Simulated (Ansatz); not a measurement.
# Al-Os stack of (100) layers: lattice stability ahead of a resistivity run

Question: is the lattice of Al-Os stack of (100) layers stable, and if so, what are its coupling constant and resistivity?

Calculated with Ansatz 0.2.0; DFT PBEsol, scalar-relativistic, plane waves, PAW; PAW set soft_1.

## 1. Starting point

The cell holds 2 atoms: 1 Al and 1 Os. Cell: a = 2.709 Å, b = 2.709 Å, c = 12.916 Å, α = 90.0°, β = 90.0°, γ = 90.0°. Vacuum lies along c.

## 2. Rough relaxation

The start is far from rest, so a relaxation with loose thresholds does the first part.

Contents of input.yaml:

```yaml
crystal:
  lattice:
    - [2.70946, 0.0, 0.0]
    - [0.0, 2.70946, 0.0]
    - [0.0, 0.0, 12.91588]
  atoms:
    - { symbol: Al, position: [0.0, 0.0, 0.42583241] }
    - { symbol: Os, position: [0.5, 0.5, 0.57416759] }
  periodic: [true, true, false]
kpoints:
  mp_grid: { grid: [8, 8, 1] }
hamiltonian:
  xc: pbesol
  pseudopotentials: { kind: paw, azcp: { folder: soft_1 }, xc_functional: pbe }
scf:
  occupations: { method: gaussian, width: 0.1 }
output:
  forces: true
  stress: true
  eigenvalues: true
relax:
  adjacent_minimum: "off"
  f_tol: 0.05
  max_steps: 80
  cell: { stress_2d_tol: 0.02 }
```

On the command line:

```
> ansatz run input.yaml --threads 4 --pin off --max-ram 20480MiB --backend cpu --events-out ev --progress --plain --runs-dir out
```

Numbers of over 12 decimals in the logs are rounded to 6 here.

The program printed:

```text
Warning: crystal.periodic: the lattice vector that does not repeat stood 0.000° off the slab's normal, 12.916 Å along it as the deck builds it. The run solves the slab on a vector along the normal, 27.632 Å long, with every atom where it was (on the deck's vector they left 11.00 Å outside them, and the widest stretch free of ions among them is 1.92 Å). A fractional position that the run reports is one of the run's ce [...]
The last accepted step is kept in <dir> (removed where the run ends without a failure and the disk answers)
crystal.periodic: the lattice vector that does not repeat stood 0.000° off the slab's normal, 12.916 Å along it as the deck builds it. The run solves the slab on a vector along the normal, 27.632 Å long, with every atom where it was (on the deck's vector they left 11.00 Å outside them, and the widest stretch free of ions among them is 1.92 Å). A fractional position that the run reports is one of the run's cell, which [...]
Engine: ansatz 0.2.0, aarch64-unknown-linux-gnu
Pseudopotentials: kind: paw
Pseudopotential: Al, paw, valence charge 3, recommended cutoff 420 eV (normal), soft_1/Al.paw.azcp
Pseudopotential: Os, paw, valence charge 16, recommended cutoff 420 eV (normal), soft_1/Os.paw.azcp
Functional definition: PBEsol
  exchange = pbesol_x
  correlation = pbesol_c
Crystal: 2 atoms, lattice volume = 202.850 Å³
Basis set: ecut = 420 eV, 4065 PW (Γ), exchange–correlation on 40×40×384 points (8 copies of the dense FFT grid, shifted against one another)
Bands: 14, of which v1, the nominal top of the filled ones, is band 10 counted from 1 (9 counted from 0)
Symmetry: 8 space group operations
Space group: P4mm (ITA 99), of the structure as read, at distance tolerance 5.9e-5 Å
k-points: 15 of 64
Non-local potential: Al, projectors of the file, l = 0: 2, l = 1: 2, l = 2: 1
Non-local potential: Os, projectors of the file, l = 0: 3, l = 1: 2, l = 2: 2, l = 3: 1
PAW form: soft (Blöchl's): semilocal exchange-correlation on the pseudo side does not see the compensation charge
PAW frozen core: Al, regenerated for the run's functional, and the local potential with it (the file was generated under x = pbe(κ = 0.804, μ = 0.219515), c = pbe(β = 0.066725))
PAW frozen core: Os, regenerated for the run's functional, and the local potential with it (the file was generated under x = pbe(κ = 0.804, μ = 0.219515), c = pbe(β = 0.066725))
PAW one-centre angular grid: Al, 110 points (default); XC on 64 Gauss nodes
PAW one-centre angular grid: Os, 590 points (default); XC on 64 Gauss nodes
Initial density: superposition of atomic densities (neutral atoms: chi_scale 0, normalization atom)
Initial wavefunctions: pseudopotential atomic-orbital guess
Functional: x = pbesol(κ = 0.804, μ = 0.123457), c = pbesol(β = 0.046)
SCF iter   1: F=—  HF=-11775.133442 eV  |F-HF|=—  |Δ(HF+E_count)|=         —  Δρ=1.96e-2  dr2=4.91e0  ethr=3.10e-3  ⟨swp⟩=14.7  Hψ=2345  notcnv=0
preconditioner: auto → LDOS  [metal: Δε(μ)=0.058 eV  Ē_g=6.931 eV  σ=0.100 eV  W_gap=0.31  n_scr=16 (ndim 8)  ℏωp=8.6 eV  f_vac=0.747  D(μ)=2.60/eV (n_scr^D=12)  β→1.0]
SCF iter   2: F=—  HF=-11774.956258 eV  |F-HF|=—  |Δ(HF+E_count)|=   1.77e-1  Δρ=2.14e-2  dr2=4.57e0  ethr=3.10e-3  ⟨swp⟩=4.6  Hψ=728  notcnv=0  defer=5
SCF iter   3: F=—  HF=-11774.378666 eV  |F-HF|=—  |Δ(HF+E_count)|=   5.78e-1  Δρ=4.93e-3  dr2=2.87e-1  ethr=3.10e-3  ⟨swp⟩=4.3  Hψ=679  notcnv=0  defer=6
SCF iter   4: F=—  HF=-11774.362278 eV  |F-HF|=—  |Δ(HF+E_count)|=   1.64e-2  Δρ=2.88e-3  dr2=1.13e-2  ethr=1.51e-3  ⟨swp⟩=2.3  Hψ=342  notcnv=0  defer=5
SCF iter   5: F=—  HF=-11774.360545 eV  |F-HF|=—  |Δ(HF+E_count)|=   1.73e-3  Δρ=3.46e-4  dr2=8.48e-4  ethr=5.93e-5  ⟨swp⟩=2.9  Hψ=393  notcnv=0  defer=5
SCF iter   6: F=—  HF=-11774.360786 eV  |F-HF|=—  |Δ(HF+E_count)|=   2.41e-4  Δρ=1.35e-4  dr2=5.25e-5  ethr=4.46e-6  ⟨swp⟩=3.0  Hψ=416  notcnv=0  defer=5
SCF iter   7: F=—  HF=-11774.360832 eV  |F-HF|=—  |Δ(HF+E_count)|=   4.60e-5  Δρ=4.97e-5  dr2=9.75e-6  ethr=2.77e-7  ⟨swp⟩=3.5  Hψ=421  notcnv=0  defer=5
SCF iter   8: F=—  HF=-11774.360838 eV  |F-HF|=—  |Δ(HF+E_count)|=   6.23e-6  Δρ=1.50e-5  dr2=1.64e-6  ethr=5.13e-8  ⟨swp⟩=2.5  Hψ=294  notcnv=0  defer=5
SCF iter   9: F=—  HF=-11774.360838 eV  |F-HF|=—  |Δ(HF+E_count)|=   2.06e-7  Δρ=4.46e-6  dr2=1.90e-7  ethr=8.63e-9  ⟨swp⟩=3.4  Hψ=360  notcnv=0  defer=5
iter 10 did not close the SCF: its close was put off until two iterations running show no level that it waits for move by more than its bar (scf_convergence_deferred on its scf_iter line)
SCF iter  10: F=-11774.360838 eV  HF=-11774.360838 eV  |F-HF|=1.20e-8  |Δ(HF+E_count)|=   1.23e-7  Δρ=8.20e-7  dr2=2.82e-9  ethr=5.26e-10  ⟨swp⟩=14.1  Hψ=1474  notcnv=0
SCF iter  11: F=-11774.360838 eV  HF=-11774.360838 eV  |F-HF|=1.10e-9  |Δ(HF+E_count)|=   1.16e-8  Δρ=4.98e-7  dr2=1.63e-9  ethr=1.49e-11  ⟨swp⟩=3.9  Hψ=854  notcnv=0
SCF 1 converged in 11 iterations: F = -11774.360838 eV  dr2 = 1.63e-9
  greatest PAW one-centre occupation: 1.000 electrons in one spin orbital (limit 2), on the Os atom at site 1 (counted from 0), in its partial waves of l = 0
relax step   1: F+E_penalty+E_count = -11774.36083822 eV  Δ(F+E_penalty+E_count) = +0.000e0 eV  max|allowed force component| = 8.471e-1 eV/Å  Δτ_max = 0.0000 Å  P = -9.650 N/m  Ω = 202.850 Å³  fix = [c, alpha, beta]  reactions: c -0.000 N/m  (11 SCF iters, dr2 threshold 1.00e-7 eV, accepted)
Crystal: 2 atoms, lattice volume = 183.562 Å³
Basis set: ecut = 420 eV, 3625 PW (Γ), exchange–correlation on 40×40×384 points (8 copies of the dense FFT grid, shifted against one another)
Initial density: handed on by an earlier stage of this run
Initial wavefunctions: those handed on with the density
iter 1 solved again at ethr=8.65e-4 eV; its pass at ethr=3.10e-3 eV (dr2=1.64e-1 eV) is discarded
SCF iter   1: F=—  HF=-11774.597663 eV  |F-HF|=—  |Δ(HF+E_count)|=         —  Δρ=4.88e-3  dr2=1.67e-1  ethr=8.65e-4  ⟨swp⟩=1.7  Hψ=2335  notcnv=0
preconditioner: auto → LDOS  [metal: Δε(μ)=0.085 eV  Ē_g=7.350 eV  σ=0.100 eV  W_gap=0.39  n_scr=16 (ndim 8)  ℏωp=9.1 eV  f_vac=0.759  D(μ)=1.58/eV (n_scr^D=10)  β→1.0]
SCF iter   2: F=—  HF=-11774.595510 eV  |F-HF|=—  |Δ(HF+E_count)|=   2.15e-3  Δρ=6.08e-3  dr2=1.83e-1  ethr=8.65e-4  ⟨swp⟩=4.9  Hψ=644  notcnv=0
SCF iter   3: F=—  HF=-11774.560289 eV  |F-HF|=—  |Δ(HF+E_count)|=   3.52e-2  Δρ=6.26e-4  dr2=1.10e-3  ethr=8.65e-4  ⟨swp⟩=3.2  Hψ=499  notcnv=0  defer=3
SCF iter   4: F=—  HF=-11774.561147 eV  |F-HF|=—  |Δ(HF+E_count)|=   8.59e-4  Δρ=4.35e-4  dr2=7.16e-4  ethr=5.81e-6  ⟨swp⟩=4.1  Hψ=545  notcnv=0  defer=3
[...]
SCF iter   2: F=—  HF=-11774.601090 eV  |F-HF|=—  |Δ(HF+E_count)|=   1.38e-3  Δρ=4.42e-3  dr2=7.97e-2  ethr=3.72e-4  ⟨swp⟩=3.3  Hψ=495  notcnv=0  defer=1
SCF iter   3: F=—  HF=-11774.590051 eV  |F-HF|=—  |Δ(HF+E_count)|=   1.10e-2  Δρ=1.13e-3  dr2=7.05e-3  ethr=3.72e-4  ⟨swp⟩=2.9  Hψ=374  notcnv=0  defer=2
SCF iter   4: F=—  HF=-11774.589962 eV  |F-HF|=—  |Δ(HF+E_count)|=   8.88e-5  Δρ=2.60e-4  dr2=2.81e-4  ethr=3.71e-5  ⟨swp⟩=2.7  Hψ=407  notcnv=0  defer=2
SCF iter   5: F=—  HF=-11774.589999 eV  |F-HF|=—  |Δ(HF+E_count)|=   3.67e-5  Δρ=8.26e-5  dr2=1.80e-5  ethr=1.48e-6  ⟨swp⟩=2.9  Hψ=423  notcnv=0  defer=2
SCF iter   6: F=—  HF=-11774.590007 eV  |F-HF|=—  |Δ(HF+E_count)|=   7.62e-6  Δρ=4.91e-5  dr2=1.14e-5  ethr=9.47e-8  ⟨swp⟩=3.5  Hψ=450  notcnv=0  defer=2
SCF iter   7: F=—  HF=-11774.590007 eV  |F-HF|=—  |Δ(HF+E_count)|=   1.96e-7  Δρ=1.89e-5  dr2=5.81e-7  ethr=5.98e-8  ⟨swp⟩=2.4  Hψ=323  notcnv=0  defer=2
SCF iter   8: F=-11774.590007 eV  HF=-11774.590007 eV  |F-HF|=9.49e-9  |Δ(HF+E_count)|=   1.67e-7  Δρ=1.01e-5  dr2=1.61e-7  ethr=1.05e-9  ⟨swp⟩=14.7  Hψ=1614  notcnv=0
SCF 3 converged in 8 iterations: F = -11774.590007 eV  dr2 = 1.61e-7
relax step   3: F+E_penalty+E_count = -11774.59000668 eV  Δ(F+E_penalty+E_count) = -2.896e-2 eV  max|allowed force component| = 5.407e-2 eV/Å  Δτ_max = 0.0335 Å  P = -1.060 N/m  Ω = 186.672 Å³  energy of the carried Pulay correction = +7.833e-4 eV  fix = [c, alpha, beta]  reactions: c -0.000 N/m  (8 SCF iters, dr2 threshold 2.00e-7 eV, accepted)
[...]
relax step   4: F+E_penalty+E_count = -11774.59387567 eV  Δ(F+E_penalty+E_count) = -3.869e-3 eV  max|allowed force component| = 5.201e-2 eV/Å  Δτ_max = 0.0095 Å  P = -0.334 N/m  Ω = 184.922 Å³  energy of the carried Pulay correction = +8.720e-4 eV  fix = [c, alpha, beta]  reactions: c -0.000 N/m  (7 SCF iters, dr2 threshold 2.00e-7 eV, accepted)
[...]
relax step   5: F+E_penalty+E_count = -11774.59509770 eV  Δ(F+E_penalty+E_count) = -1.222e-3 eV  max|allowed force component| = 4.461e-3 eV/Å  Δτ_max = 0.0132 Å  P = -0.007 N/m  Ω = 183.580 Å³  energy of the carried Pulay correction = +9.406e-4 eV  fix = [c, alpha, beta]  reactions: c -0.000 N/m  (7 SCF iters, dr2 threshold 1.97e-7 eV, accepted)
Basis set: ecut = 420 eV, 3625 PW (Γ), exchange–correlation on 36×36×384 points (8 copies of the dense FFT grid, shifted against one another)
Initial wavefunctions: pseudopotential atomic-orbital guess (no wavefunctions were taken with the density)
iter 1 solved again at ethr=2.61e-6 eV; its pass at ethr=3.10e-3 eV (dr2=4.95e-4 eV) is discarded
SCF iter   1: F=—  HF=-11774.594158 eV  |F-HF|=—  |Δ(HF+E_count)|=         —  Δρ=7.47e-5  dr2=1.98e-6  ethr=2.61e-6  ⟨swp⟩=5.0  Hψ=3092  notcnv=0
eigensolver tolerance schedule: the retry pair's looser diagonalisation over-reported the residual by 248.78 of it (diagonalisation noise at 0.26 of the residual, at the tolerance the schedule requests for it); recorded, not acted on — ethr = c·dr2/N_el stays at c = 1.0e-1
preconditioner: auto → LDOS  [metal: Δε(μ)=0.160 eV  Ē_g=7.047 eV  σ=0.100 eV  W_gap=0.50  n_scr=16 (ndim 8)  ℏωp=9.1 eV  f_vac=0.756  D(μ)=3.97/eV (n_scr^D=16)  β→1.0]
SCF iter   2: F=—  HF=-11774.594174 eV  |F-HF|=—  |Δ(HF+E_count)|=   1.62e-5  Δρ=1.95e-5  dr2=4.96e-7  ethr=1.04e-8  ⟨swp⟩=4.5  Hψ=560  notcnv=0
SCF iter   3: F=—  HF=-11774.594174 eV  |F-HF|=—  |Δ(HF+E_count)|=   2.17e-7  Δρ=9.80e-6  dr2=1.91e-7  ethr=2.61e-9  ⟨swp⟩=3.1  Hψ=437  notcnv=0
SCF iter   4: F=—  HF=-11774.594174 eV  |F-HF|=—  |Δ(HF+E_count)|=   7.87e-8  Δρ=2.63e-6  dr2=1.22e-8  ethr=1.01e-9  ⟨swp⟩=2.6  Hψ=359  notcnv=0
SCF iter   5: F=—  HF=-11774.594174 eV  |F-HF|=—  |Δ(HF+E_count)|=   3.61e-9  Δρ=8.55e-7  dr2=2.82e-9  ethr=6.45e-11  ⟨swp⟩=3.8  Hψ=471  notcnv=0
SCF iter   6: F=—  HF=-11774.594174 eV  |F-HF|=—  |Δ(HF+E_count)|=   1.01e-8  Δρ=4.16e-7  dr2=4.07e-10  ethr=1.49e-11  ⟨swp⟩=3.5  Hψ=419  notcnv=0
SCF iter   7: F=—  HF=-11774.594174 eV  |F-HF|=—  |Δ(HF+E_count)|=   1.45e-9  Δρ=1.12e-7  dr2=6.46e-11  ethr=2.14e-12  ⟨swp⟩=3.7  Hψ=441  notcnv=0
SCF iter   8: F=—  HF=-11774.594174 eV  |F-HF|=—  |Δ(HF+E_count)|=  5.44e-10  Δρ=2.21e-8  dr2=2.82e-12  ethr=1.00e-12  ⟨swp⟩=1.4  Hψ=233  notcnv=0
SCF iter   9: F=-11774.594174 eV  HF=-11774.594174 eV  |F-HF|=3.27e-11  |Δ(HF+E_count)|=  2.98e-10  Δρ=1.70e-8  dr2=1.61e-12  ethr=1.00e-12  ⟨swp⟩=12.9  Hψ=1514  notcnv=0
SCF 6 converged in 9 iterations: F = -11774.594174 eV  dr2 = 1.61e-12
relax step   6: F+E_penalty+E_count = -11774.59417439 eV  Δ(F+E_penalty+E_count) = +9.233e-4 eV  max|allowed force component| = 4.275e-3 eV/Å  Δτ_max = 0.0000 Å  P = -0.006 N/m  Ω = 183.580 Å³  fix = [c, alpha, beta]  reactions: c -0.000 N/m  stress off target by 6.20e-3 N/m on what of the cell is left free  SCF on the basis re-selected at this cell (its energy is not comparable with the rows above)  (9 SCF iters)
basis re-selected at this cell: Δ(F+E_penalty+E_count) = +9.233e-4 eV, ΔP = +0.000 N/m vs the last step (what re-selecting the basis moved, of the pressure what is left beyond the Pulay correction that the steps carried, after the strain that the cell walked since its last selection, with what the two solves' SCF thresholds leave and, on support functions, any second-order correction that the steps lacked; it is no measure of the basis error at this ecutwfc). The dense FFT grid was sized anew with the basis: this SCF ran on 18×18×192 points, the steps before it on 20×20×192, so part of this shift can come from that change (see relax.cell in the input reference). [rest of the remark cut]
SCF converged after 9 iterations
Free energy (F): -11774.594174 eV
Harris-Foulkes:  -11774.594174 eV  (|F-HF|=3.27e-11)
Internal energy: -11774.574314 eV  (E = F + TS)
E sigma→0 (E₀):  -11774.584244 eV
Entropy (-TS):   -0.019860 eV (-9.930 meV/atom)
Fermi energy:    -5.235284 eV
--- Per-component energies (eV) ---
  E_band       = -581.195349
  E_kinetic    = 514.124339
  E_local      = -30596.844052  (includes V_loc(G=0)·N_el)
  E_nonlocal   = 212.670611
  E_hartree    = 14909.046255
  E_xc         = -267.957866
  E_vxc        = -272.590053  (∫ρ·V_xc dr)
  E_paw        = -9372.486084  (= ΣΔE_a)
  E_vpaw       = -256.649200  (= ΣTr[D̂ρ^β])
  E_aug_tail   = 0.000459  (compensation charges beyond the density's cutoff)
  E_ewald      = 12826.604885
  E_core_change = 0.267137  (= ΣΔE_core)
  E_smearing   = -0.019860  (= −TS)
  E_closure    = 0.000000  (closes the sum)
  Σ components = -11774.594174   (vs F -11774.594174, Δ=0.00e0)
--- Forces (eV/Å), atoms counted from 1 ---
  atom   1  Al    -0.00000000    -0.00000000     0.00427473
  atom   2  Os     0.00000000     0.00000000    -0.00427481
  max |Σ_I F_I| component: 8.85e-8 eV/Å
--- 2D stress c σ (N/m, compression-positive) ---
       -0.006201       0.000000      -0.000000
        0.000000      -0.006201       0.000000
       -0.000000       0.000000      -0.000000
  P = ½ c Tr σ = -0.0062 N/m
--- Band table (eV; the first three rows and the last of 15) ---
  k-point 0: bands = [... 6 lower, -10.6185, -7.4664, -5.5880, -4.7335, -4.7335, -2.8138, -1.0014, 0.0947]
  k-point 1: bands = [... 6 lower, -10.1760, -7.2444, -6.6124, -4.6521, -4.0747, -3.4011, -0.6235, 0.4365]
  k-point 2: bands = [... 6 lower, -8.7828, -7.8666, -6.6274, -4.6761, -4.3578, -3.2933, -0.6484, 0.4792]
  k-point 14: bands = [... 6 lower, -9.1609, -6.3292, -3.3142, -3.3142, -0.8665, -0.4982, -0.4483, 1.4815]
--- Relaxed structure (5 steps of the walk, 5 accepted, 1 SCFs on fresh bases) ---
  F+E_penalty+E_count = -11774.59417439 eV   max|allowed force component| = 4.275e-3 eV/Å   (the final SCF, on the basis selected at the relaxed cell)
  cell:  # Å, volume = 183.5799 Å³
    - [2.577557, 0, 0]
    - [0, 2.577557, 0]
    - [0, 0, 27.631759]
  atoms:
    - { symbol: Al, position: [-2.9029728155874153e-19, 0, 0.198900] }
    - { symbol: Os, position: [0.5, 0.5, 0.268529] }
```

Elapsed: 9.7 s, on 4 threads of Arm Neoverse V2, shared host; peak memory 0.45 GiB.

Relaxation path:

| step | energy less that of the first step (eV) | largest force component (eV/Å) | volume (Å³) |
| --- | --- | --- | --- |
| 1 | 0.0000 | 0.8471 | 202.85 |
| 2 | -0.2002 | 0.6704 | 183.56 |
| 3 | -0.2292 | 0.0541 | 186.67 |
| 4 | -0.2330 | 0.0520 | 184.92 |
| 5 | -0.2343 | 0.0045 | 183.58 |
| 6* | -0.2333 | 0.0043 | 183.58 |

Relaxation steps marked * repeat the geometry before them on a plane-wave basis chosen anew for their cell, so energy and pressure can jump there.

Forces are held to the 8 operations that the run works with; a distortion that breaks them can't arise in this run.

| cell as run | before | after | change |
| --- | --- | --- | --- |
| a (Å) | 2.709 | 2.578 | -4.9 % |
| b (Å) | 2.709 | 2.578 | -4.9 % |

Final coordinates:

```xyz
2
Lattice="2.5776 0.0000 0.0000 0.0000 2.5776 0.0000 0.0000 0.0000 27.6318" Properties=species:S:1:pos:R:3
Al    0.0000    0.0000    5.4960
Os    1.2888    1.2888    7.4199
```

Numbers from this step:

- metallic on mesh: yes
- gap on the k-mesh: 0 eV

The relaxation ends with a largest force component of 0.0043 eV/Å.

(Continued in part 2 of 3.)

[Logs are printed without paths, hosts, clocks, repeated set-up lines and the standing remarks that a program may print on its own settings, such as how far it seeks lower states.]

[Hosts, paths, dates, database ids (printed as entryN), source tags and the programs' standing remarks are cut or masked in the printed files.]
